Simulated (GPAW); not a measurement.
Records of electronic-structure calculations.

Quasiparticle gap of Mg2NCl (R-3m) in GPAW. The structure is trigonal, space group R-3m (No. 166). Conventional cell: a = 3.321 Å, b = 3.321 Å, c = 18.009 Å, α = 90.00°, β = 90.00°, γ = 120.00°. Nearest to Mg lie 3 N at 2.17 Å and 3 Cl at 2.76 Å and 3 Mg at 2.79 Å. Nearest to N lie 6 Mg at 2.17 Å. Nearest to Cl lie 6 Mg at 2.76 Å. Farther neighbours and most contacts between anions are not listed. The calculation used DFT, LDA, plane waves, PAW (and 1 further level or step) in GPAW 26.7.0, with cutoff 600 eV, GPAW PAW setups 1.2.1 data release, 4×4×4 k-mesh, nbands 103 in one of its runs. The LDA gap is 2.16 eV, direct. The G0W0 gap on the mesh is 3.38 eV, the GW settings are 4×4×4 mesh, 93 bands, screening to 80 eV, Godby-Needs plasmon pole and the known limits are not at the basis limit. It took 4 runs, 4.4 min in all on 4 MPI ranks of Arm Neoverse V1, shared host (the runs of this entry). G0W0 moves the gap on the mesh from 2.16 eV to 3.38 eV (+1.21 eV), with Z of 0.77 and 0.82 at the edges. Only 1 of the mesh's irreducible points was corrected, so a valley elsewhere could overtake. The cell and positions are those that the Materials Project relaxed with its own functionals (PBE, PBE+U or r2SCAN), kept fixed. Bands and cutoff are finite, so the gap is not at the basis limit. The miss can reach some tenths of an eV and take either sign; the mesh is an error of its own.

```
Mg N Cl
1.0
     1.66067    0.95879    6.00298
    -1.66067    0.95879    6.00298
     0.00000   -1.91757    6.00298
Mg N Cl
2 1 1
Direct
  0.22282 0.22282 0.22282
  0.77719 0.77719 0.77719
  0.50000 0.50000 0.50000
  0.00000 0.00000 0.00000
```

[Paths, hosts, dates, memory and timing lines, banners, echoed tables and standing remarks are left out of the program output.]

[Logs are printed without paths, hosts, clocks, repeated set-up lines and the standing remarks that a program may print on its own settings, such as how far it seeks lower states.]

[Runs of the session that timed out or met a known fault of the program may be left out.]

[Hosts, paths, dates, database ids (printed as entryN), source tags and the programs' standing remarks are cut or masked in the printed files.]
